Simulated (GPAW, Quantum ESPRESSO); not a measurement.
# Y (P6_3/mmc): the Y L₃ absorption edge, part 2 of 4

Aim: the Y L₃ edge of Y (P6_3/mmc) by two routes, a Lanczos recursion (XSpectra) and a sum over empty bands (GPAW), to see which features are robust.

Quantum ESPRESSO 7.5 and GPAW 26.7.0; core-hole supercells, plane-wave PAW LDA.

So far. Step 2 (The field without a hole (Quantum ESPRESSO)): The mesh shows no gap, so the system is treated as a metal and the core electron is put at the Fermi level (neutral cell). Step 3 (Spectrum without a core hole, Y atom 1 (Quantum …): Main maxima below 30 eV (height): 2.0 eV (1.43), 4.8 eV (2.18), 10.8 eV (0.94), 18.2 eV (0.78) and 22.2 eV (0.72). At an L edge the dipole rule selects empty d (and weakly s) states on the absorber, and the strong line at the onset measures the empty part of its d band.

## (6) Supercell with XCH, Y atom 1 (Quantum ESPRESSO)

Level of this step: plane-wave PAW DFT, LDA, scalar-relativistic, self-consistent field (Quantum ESPRESSO).

The holes are 6.3 Å apart. The excited electron is kept in the cell, where it fills the lowest empty states and screens the hole.

Input file scf.in:

```
&control
   calculation='scf', prefix='x', pseudo_dir='../pp', outdir='tmp', tprnfor=.true.
/
&system
   ibrav=0, nat=6, ntyp=2, nbnd=42
   ecutwfc=41, ecutrho=420
   occupations='smearing', smearing='mv', degauss=0.015
/
&electrons
   conv_thr=6.0e-08, electron_maxstep=120
   mixing_beta=0.5
/
ATOMIC_SPECIES
Y0 1.0 Y.lda-spn-kjpaw-2pch.UPF
Y 1.0 Y.lda-spn-kjpaw.UPF
CELL_PARAMETERS angstrom
  -5.47110000 3.15874106 0.00000000
  -5.47110000 -3.15874106 0.00000000
  3.64740000 0.00000000 5.73060000
ATOMIC_POSITIONS crystal
Y0   0.25000000 0.91666667 0.75000000
Y    0.58333333 0.25000000 0.75000000
Y    0.91666667 0.58333333 0.75000000
Y    0.41666667 0.75000000 0.25000000
Y    0.75000000 0.08333333 0.25000000
Y    0.08333333 0.41666667 0.25000000
K_POINTS automatic
5 5 5 0 0 0
```

Started as:

```sh
$ OMP_NUM_THREADS=1 mpirun --oversubscribe --bind-to none -np 4 pw.x -nk 4 -in scf.in > scf.out
```

Numbers of over 12 decimals in the logs are rounded to 6 here.

The log of the run:

```text
     [... banner and references ...]
[banner, memory and clock lines left out]
using ibrav=0 with symmetry is DISCOURAGED, use correct ibrav instead

     G-vector sticks info

     bravais-lattice index     =            0
     lattice parameter (alat)  =      11.9383  a.u.
     unit-cell volume          =    1336.6428 (a.u.)^3
     number of atoms/cell      =            6
     number of atomic types    =            2
     number of electrons       =        67.00
     number of Kohn-Sham states=           42
     kinetic-energy cutoff     =      41.0000  Ry
     charge density cutoff     =     420.0000  Ry
     scf convergence threshold =      6.0E-08
     mixing beta               =       0.5000
     number of iterations used =            8  plain     mixing
     Exchange-correlation= SLA  PZ   NOGX NOGC
                           (   1   1   0   0   0   0   0)

     celldm(1)=  11.938311  celldm(2)=   0.000000  celldm(3)=   0.000000
     celldm(4)=   0.000000  celldm(5)=   0.000000  celldm(6)=   0.000000

     crystal axes: (cart. coord. in units of alat)
               a(1) = (  -0.866025   0.500000   0.000000 )
               a(2) = (  -0.866025  -0.500000   0.000000 )
               a(3) = (   0.577350   0.000000   0.907102 )

     reciprocal axes: (cart. coord. in units 2 pi/alat)
               b(1) = ( -0.577350  1.000000  0.367471 )
               b(2) = ( -0.577350 -1.000000  0.367471 )
               b(3) = (  0.000000  0.000000  1.102412 )

     ../pp/Y.lda-spn-kjpaw-2pch.UPF
     Pseudo is Projector augmented-wave + core cor, Zval = 12.0
     Shape of augmentation charge: PSQ
[...]
k =-0.3464-0.2000 0.4410 (  5940 PWs)   bands (ev):

[...]
k =-0.3464-0.2000 0.0000 (  5908 PWs)   bands (ev):

[...]
k = 0.1155 0.6000-0.0735 (  5921 PWs)   bands (ev):

[...]
k = 0.1155 0.6000 0.1470 (  5931 PWs)   bands (ev):

[...]
10.5486  10.6326

          k = 0.1155 0.6000 0.3675 (  5926 PWs)   bands (ev):

[...]
6.6469   6.6472   6.9912   7.7376   7.7738   8.0874   8.3809   8.8218
     8.8845   9.0930   9.3378   9.3974   9.9341  10.1146  10.3127  10.4035
    10.4887  10.5686

     the Fermi energy is     9.1298 ev

!    total energy              =   -1657.18836584 Ry
     total all-electron energy =    -40424.903942 Ry
     estimated scf accuracy    <          9.9E-09 Ry
     smearing contrib. (-TS)   =      -0.00126939 Ry
     internal energy E=F+TS    =   -1657.18709645 Ry

     The total energy is F=E-TS. E is the sum of the following terms:
     one-electron contribution =    -125.02833011 Ry
     hartree contribution      =      83.69843490 Ry
     xc contribution           =    -106.43592194 Ry
     ewald contribution        =    -356.55557841 Ry
     one-center paw contrib.   =   -1152.86570088 Ry

     convergence has been achieved in  11 iterations

     Forces acting on atoms (cartesian axes, Ry/au):

     atom    1 type  1   force =     0.00000000    0.00000000    0.00000000
     atom    2 type  2   force =    -0.00000000   -0.00000000    0.00291162
     atom    3 type  2   force =     0.00000000   -0.00000000   -0.00291162
     atom    4 type  2   force =    -0.00000000   -0.00695065    0.00000000
     atom    5 type  2   force =     0.00601944    0.00347533   -0.00000000
     atom    6 type  2   force =    -0.00601944    0.00347533   -0.00000000

     Total force =     0.012724     Total SCF correction =     0.000060

     XML data file, charge density, pseudopotentials, collected wavefunctions
```

The job ended after 44 s (4 MPI ranks of Arm Neoverse V2, shared host; peak memory 0.32 GiB; 2.9 min of CPU time).

Energy with the hole: -550008.838 eV, cores included.

## (7) Spectrum with XCH, Y atom 1 (Quantum ESPRESSO)

The Lanczos recursion gives the spectrum without computing empty bands; each polarisation needs a run of its own on the full k mesh. xe0 is set between filled and empty states, and states below it are cut, here at the Fermi level, which holds the excited electron. The file of filecore holds the core orbital, taken from the hole-free data set.

Input file xspectra.in:

```
&input_xspectra
   calculation='xanes_dipole', edge='L3'
   prefix='x', outdir='tmp', xiabs=1, xe0=9.1298
   xonly_plot=.false., x_save_file='xanes.sav'
   xniter=3000, xcheck_conv=20, xerror=0.005
   xcoordcrys=.false., xepsilon(1)=1, xepsilon(2)=0, xepsilon(3)=0
/
&plot
   xnepoint=221, xemin=-10, xemax=45, terminator=.true., cut_occ_states=.true.
   xgamma=0.75
/
&pseudos
   filecore='../Y.wfc'
/
&cut_occ
   cut_desmooth=0.1, cut_stepl=0.05, cut_stepu=0.05, cut_ierror=1e-5
/
5 5 5 0 0 0
```

xspectra_1.in, as its differences from xspectra.in of step 7:

```diff
@@ -5,3 +5,3 @@
    xniter=3000, xcheck_conv=20, xerror=0.005
-   xcoordcrys=.false., xepsilon(1)=1, xepsilon(2)=0, xepsilon(3)=0
+   xcoordcrys=.false., xepsilon(1)=0, xepsilon(2)=0, xepsilon(3)=1
 /
```

Started as:

```sh
$ OMP_NUM_THREADS=1 mpirun --oversubscribe --bind-to none -np 4 xspectra.x -nk 4 -in xspectra.in > xspectra.out
```

The log of the run:

```text
     [... banner and references ...]
Reading input_file

     calculation: xanes_dipole

     xepsilon  [cartesian coordinates]:   1.000000   0.000000   0.000000

     xonly_plot: FALSE
        => complete calculation: Lanczos + spectrum plot

     filecore (core-wavefunction file): ../Y.wfc

     main plot parameters:
        cut_occ_states: TRUE
        gamma_mode:  constant
        -> using xgamma [eV]:  0.75
        xemin [eV]: -10.00
        xemax [eV]:  45.00
        xnepoint:  221
        xe0 [eV]:   9.129800 (energy zero read in input file)

     WARNING: variable ef_r is obsolete

                      Reading SCF save directory: x.save

     tmp/x.save/

     Exchange-correlation= PZ
                           (   1   1   0   0   0   0   0)

     G-vector sticks info

                           Getting the Fermi energy

     From SCF save directory:
        ehomo [eV]:    9.4934 (highest occupied level)
        elumo [eV]:    9.5371 (lowest occupied level)
        ef    [eV]:    9.4934

     -> ef (in eV) will be written in x_save_file

                           Energy zero of the spectrum

     -> ef will NOT be used as energy zero of the spectrum
       (because xe0 read in input file)

     G-vector sticks info

     bravais-lattice index     =            0
     lattice parameter (alat)  =      11.9383  a.u.
     unit-cell volume          =    1336.6428 (a.u.)^3
     number of atoms/cell      =            6
     number of atomic types    =            2
     number of electrons       =        67.00
     number of Kohn-Sham states=           42
     kinetic-energy cutoff     =      41.0000  Ry
     charge density cutoff     =     420.0000  Ry
     Exchange-correlation= PZ
                           (   1   1   0   0   0   0   0)

     celldm(1)=  11.938311  celldm(2)=   0.000000  celldm(3)=   0.000000
     celldm(4)=   0.000000  celldm(5)=   0.000000  celldm(6)=   0.000000

     crystal axes: (cart. coord. in units of alat)
               a(1) = (  -0.866025   0.500000   0.000000 )
               a(2) = (  -0.866025  -0.500000   0.000000 )
               a(3) = (   0.577350   0.000000   0.907102 )

     reciprocal axes: (cart. coord. in units 2 pi/alat)
               b(1) = ( -0.577350  1.000000  0.367471 )
               b(2) = ( -0.577350 -1.000000  0.367471 )
               b(3) = (  0.000000  0.000000  1.102412 )

     ../pp/Y.lda-spn-kjpaw-2pch.UPF
     Pseudo is Projector augmented-wave + core cor, Zval = 12.0
     Shape of augmentation charge: PSQ
     Using radial grid of 1223 points,  6 beta functions with:
                l(1) =   0
                l(2) =   0
                l(3) =   1
                l(4) =   1
                l(5) =   2
[...]
Q(r) pseudized with 0 coefficients

     ../pp/Y.lda-spn-kjpaw.UPF
     Pseudo is Projector augmented-wave + core cor, Zval = 11.0
     Shape of augmentation charge: PSQ
     Using radial grid of 1223 points,  6 beta functions with:
[...]
l(4) =   1
                l(5) =   2
                l(6) =   2
     Q(r) pseudized with 0 coefficients

     atomic species   valence    mass     pseudopotential
     Y0               12.00     1.00000     Y ( 1.00)
     Y                11.00     1.00000     Y ( 1.00)

      6 Sym. Ops. (no inversion) found

   Cartesian axes

     site n.     atom                  positions (alat units)
         1        Y0     tau(   1) = (  -0.5773503  -0.3333333   0.6803264  )
         2        Y      tau(   2) = (  -0.2886751   0.1666667   0.6803264  )
         3        Y      tau(   3) = (  -0.8660254   0.1666667   0.6803264  )
         4        Y      tau(   4) = (  -0.8660254  -0.1666667   0.2267755  )
         5        Y      tau(   5) = (  -0.5773503   0.3333333   0.2267755  )
         6        Y      tau(   6) = (  -0.2886751  -0.1666667   0.2267755  )

     number of k points=   125  Marzari-Vanderbilt smearing, width (Ry)=  0.0150

     Number of k-points >= 100: set verbosity='high' to print them.

     Dense  grid:   194243 G-vectors     FFT dimensions: (  90,  90,  90)

     Smooth grid:    47469 G-vectors     FFT dimensions: (  54,  54,  54)

     The potential is recalculated from file :
     tmp/x.save/charge-density

     Starting wfcs are   78 atomic wfcs
     Checking if some PAW data can be deallocated...

               Reading core wavefunction file for the absorbing atom

     ../Y.wfc successfully read

                              Attributing the PAW radii
                     for the absorbing atom [units: Bohr radius]

        PAW proj 1: r_paw(l= 0)= 2.10  (1.5*r_cut)
        PAW proj 2: r_paw(l= 0)= 2.10  (1.5*r_cut)
        PAW proj 3: r_paw(l= 1)= 2.40  (1.5*r_cut)
        PAW proj 4: r_paw(l= 1)= 2.40  (1.5*r_cut)
        PAW proj 5: r_paw(l= 2)= 2.70  (1.5*r_cut)
        PAW proj 6: r_paw(l= 2)= 2.70  (1.5*r_cut)

        NB: The calculation will not necessary use all these r_paw values.
            - For a edge in the electric-dipole approximation,
              only the r_paw(l=1) values are used.
            - For a K edge in the electric-quadrupole approximation,
              only the r_paw(l=2) values are used.

            - For a L2 or L3 edge in the electric-quadrupole approximation,

              all projectors (s, p and d) are used.

                          Starting XANES calculation
                     in the electric dipole approximation
     Method of calculation based on the Lanczos recursion algorithm
        - STEP 1: Construction of a kpoint-dependent Lanczos basis,
          in which the Hamiltonian is tridiagonal (each 'iter'
          corresponds to the calculation of one more Lanczos vector)
        - STEP 2: Calculation of the cross-section as a continued fraction
          averaged over the k-points.

     ... Begin STEP 1 ...

        Radial transition matrix element(s) used in the calculation of the
        initial vector of the Lanczos basis (|tilde{phi}_abs> normalized)
l =  2    Radial matrix element proj. ( 1)=    0.02889804
l =  2    Radial matrix element proj. ( 2)=    0.03610966
l =  0    Radial matrix element proj. ( 1)=    0.00964807
l =  0    Radial matrix element proj. ( 2)=    0.01098849
NB: the    32 k-point are not all listed below because npool=  4

               Lanczos Number                 1  of            4

        |-------------------------------------------------------------
        ! k-point #     1:  ( 0.0000,  0.0000,  0.0000),  0.0160,   1
        |-------------------------------------------------------------
        |   Norm of the initial Lanczos vector: 0.20774943E-01
        |   Estimated error at iter     20:   1.01041071
        |   Estimated error at iter     40:   0.47557566
        |   Estimated error at iter     60:   0.18334371
        |   Estimated error at iter     80:   0.09038327
        |   Estimated error at iter    100:   0.10517247
[...]
!   => CONVERGED at iter    300 with error=  0.00478669
        |-------------------------------------------------------------
        ! k-point #     2:  ( 0.0000,  0.0000,  0.2205),  0.0160,   1
        |-------------------------------------------------------------
        |   Norm of the initial Lanczos vector: 0.20774916E-01
[...]
|   Estimated error at iter    180:   0.02275866
        |   Estimated error at iter    200:   0.01380648
        |   Estimated error at iter    220:   0.01406322
        !   => CONVERGED at iter    240 with error=  0.00252005
        |-------------------------------------------------------------
     [... 125 further k-points ...]
        ! k-point #    32:  (-0.2309,  0.0000,  0.3675),  0.0160,   1
        |-------------------------------------------------------------
        |   Norm of the initial Lanczos vector: 0.20774983E-01

     Results of STEP 1 successfully written in x_save_file
     x_save_file name:
     ->  xanes.sav
     x_save_file version:  2

     ... End STEP 1 ...

     ... Begin STEP 2 ...

     The spectrum is calculated using the following parameters:
        xe0 [eV]:    9.1298
        the occupied states are elimintate from the spectrum
        xemin [eV]: -10.00
        xemax [eV]:  45.00
        xnepoint:  221
        constant broadening parameter [eV]:    0.750
        Core level energy [eV]:  -2080.
         (from electron binding energy of neutral atoms in X-ray data booklet)

     Cross-section successfully written in xanes.dat

     ... End STEP 2 ...

                                END JOB XSpectra
```

The job ended after 5.6 min (4 MPI ranks; peak memory 0.25 GiB).

The Y L₃ spectrum, Y atom 1, excited-electron core hole (neutral cell) (energy from the energy zero of the input (xe0, at the border of filled and empty states); intensity scaled to a mean of 1 over the first 20 eV; the points at xe0, where the cut of filled states can leave a spike, are interpolated; polarised curves are means over the symmetry-equivalent atoms):

| E (eV) | isotropic | ε ⊥ c | ε ∥ c |
| --- | --- | --- | --- |
| -2.00 | 0.22 | 0.22 | 0.22 |
| -1.25 | 0.35 | 0.35 | 0.36 |
| -0.50 | 0.68 | 0.67 | 0.70 |
| 0.25 | 1.40 | 1.36 | 1.48 |
| 1.00 | 2.13 | 2.07 | 2.23 |
| 1.75 | 2.13 | 2.18 | 2.03 |
| 2.50 | 1.84 | 1.88 | 1.75 |
| 3.25 | 1.92 | 1.90 | 1.95 |
| 4.00 | 2.07 | 2.04 | 2.12 |
| 4.75 | 1.75 | 1.75 | 1.76 |
| 5.50 | 1.17 | 1.17 | 1.16 |
| 6.25 | 0.81 | 0.81 | 0.82 |
| 7.00 | 0.74 | 0.75 | 0.74 |
| 7.75 | 0.74 | 0.74 | 0.74 |
| 8.50 | 0.71 | 0.70 | 0.72 |
| 9.25 | 0.71 | 0.72 | 0.70 |
| 10.00 | 0.76 | 0.77 | 0.73 |
| 10.75 | 0.78 | 0.79 | 0.76 |
| 11.50 | 0.71 | 0.70 | 0.73 |
| 12.25 | 0.60 | 0.58 | 0.63 |
| 13.00 | 0.51 | 0.51 | 0.53 |
| 13.75 | 0.49 | 0.49 | 0.48 |
| 14.50 | 0.49 | 0.49 | 0.49 |
| 15.25 | 0.54 | 0.53 | 0.55 |
| 16.00 | 0.62 | 0.62 | 0.62 |
| 16.75 | 0.71 | 0.72 | 0.69 |
| 17.50 | 0.71 | 0.72 | 0.69 |
| 18.25 | 0.66 | 0.68 | 0.63 |
| 19.00 | 0.63 | 0.64 | 0.62 |
| 19.75 | 0.61 | 0.59 | 0.63 |
| 20.50 | 0.61 | 0.59 | 0.65 |
| 21.25 | 0.63 | 0.61 | 0.68 |
| 22.00 | 0.63 | 0.62 | 0.64 |
| 22.75 | 0.58 | 0.58 | 0.57 |
| 23.50 | 0.54 | 0.55 | 0.51 |
| 24.25 | 0.49 | 0.51 | 0.46 |
| 25.00 | 0.48 | 0.50 | 0.46 |
| 25.75 | 0.50 | 0.50 | 0.48 |
| 26.50 | 0.51 | 0.51 | 0.50 |
| 27.25 | 0.53 | 0.52 | 0.54 |
| 28.00 | 0.55 | 0.53 | 0.60 |
| 28.75 | 0.56 | 0.55 | 0.59 |
| 29.50 | 0.56 | 0.56 | 0.56 |
| 30.25 | 0.54 | 0.55 | 0.52 |
| 31.00 | 0.56 | 0.58 | 0.52 |
| 31.75 | 0.54 | 0.56 | 0.52 |

Main maxima below 30 eV (height): 1.2 eV (2.22), 4.0 eV (2.07), 10.5 eV (0.79), 17.2 eV (0.73) and 29.0 eV (0.56). 

## (8) Ground state of the crystal (GPAW)

The second program starts from its own ground state, on the same cell and functional.

Input file scf.py:

```python
import numpy as np
from ase import Atoms
from ase.parallel import parprint, paropen
from gpaw import GPAW, PW, FermiDirac, Mixer, MixerDif, setup_paths
from gpaw.test import gen
setup_paths.insert(0, '.')
gen('Y', name='nch2p', xcname='LDA', corehole=(2, 1, 0), write_xml=True)
from gpaw.mpi import world
world.barrier()

atoms = Atoms('Y2',
    cell=[[3.6474, 0, 0],
     [-1.8237, 3.15874106, 0],
     [0, 0, 5.7306]],
    scaled_positions=[[0.66666667, 0.33333333, 0.75],
     [0.33333333, 0.66666667, 0.25]],
    pbc=True)
atoms.calc = calc = GPAW(legacy_gpaw=True, mode=PW(500), xc='LDA', setups={0: 'nch2p'},
    kpts={'size': (8, 8, 5), 'gamma': True}, occupations=FermiDirac(0.05),
    charge=0, mixer=Mixer(0.1, 5, 50), maxiter=150,
    convergence={'density': 0.0001}, txt='scf.txt')
energy = atoms.get_potential_energy() + calc.get_reference_energy()
ef = calc.get_fermi_level()
out = dict(energy=energy, fermi=ef, forces=atoms.get_forces().tolist())
parprint(f'all-electron energy {energy:.4f} eV, Fermi level {ef:.4f} eV')
ev = np.array([[calc.get_eigenvalues(k, s) for k in range(len(calc.get_ibz_k_points()))] for s in range(calc.get_number_of_spins())])
out['homo'], out['lumo'], out['counts'] = ev[ev < ef].max(), ev[ev > ef].min(), sorted(set((ev < ef).sum((0, 2)).tolist()))
out['filled'] = (ev[:, 0] < ef).sum(1).tolist()
import json
with paropen('out.json', 'w') as f:
    json.dump(out, f)
```

Started as:

```sh
$ OMP_NUM_THREADS=1 mpirun -n 4 gpaw python scf.py
```

The log of the run:

```text
Input parameters:
  convergence: {density: 0.0001}
  kpts: {gamma: True,
         size: (8, 8, 5)}
  maxiter: 150
  mixer: {backend: pulay,
          beta: 0.1,
          method: separate,
          nmaxold: 5,
          weight: 50}
  mode: {ecut: 500.0,
         name: pw}
  occupations: {fixmagmom: False,
                name: fermi-dirac,
                width: 0.05}
  setups: {0: nch2p}

Initialize ...

[...]
5s(2) :    -0.155371     0.971849
4p(6) :    -1.027192     0.548140
5p(0) :    -0.054980     0.976393
4d(1) :    -0.097195     0.865310
*d    :     0.902805
--------------------------------

Diagonalizing with gridspacing h=0.050

state   all-electron     PAW
-------------------------------
4s:      -1.763072    -1.763529
4p:      -1.027192    -1.027856
4d:      -0.097195    -0.097523
*f:                    0.059866
-------------------------------
all-electron energy -183986.1512 eV, Fermi level 6.1320 eV
[key lines of the parts left out:]
Converged after 14 iterations.
Dipole moment: (0.000000, -0.000000, 0.000000) |e|*Ang
Free energy:    -10.398673
Fermi level: 6.13201
```

Run time: 11 s. Hardware: 4 MPI ranks; peak memory 0.19 GiB; 42 s of CPU time.

The mesh shows no gap, so the system is treated as a metal and the core electron is put at the Fermi level (neutral cell).

[end of part 2 of 4]

[Banner, clock and machine lines of the logs are left out without a mark of their own.]

[Logs are printed without paths, hosts, clocks, repeated set-up lines and the standing remarks that a program may print on its own settings, such as how far it seeks lower states.]

[Hosts, paths, dates, database ids (printed as entryN), source tags and the programs' standing remarks are cut or masked in the printed files.]

[Lists of maxima count a maximum above −3 eV only where it reaches 4 % of the highest in the window and stands out from its surroundings by 2 % of it (1.5 % where it reaches 55 %); shoulders and weaker maxima are passed over, and of the rest the first, up to two pre-edge ones and the few strongest are named.]
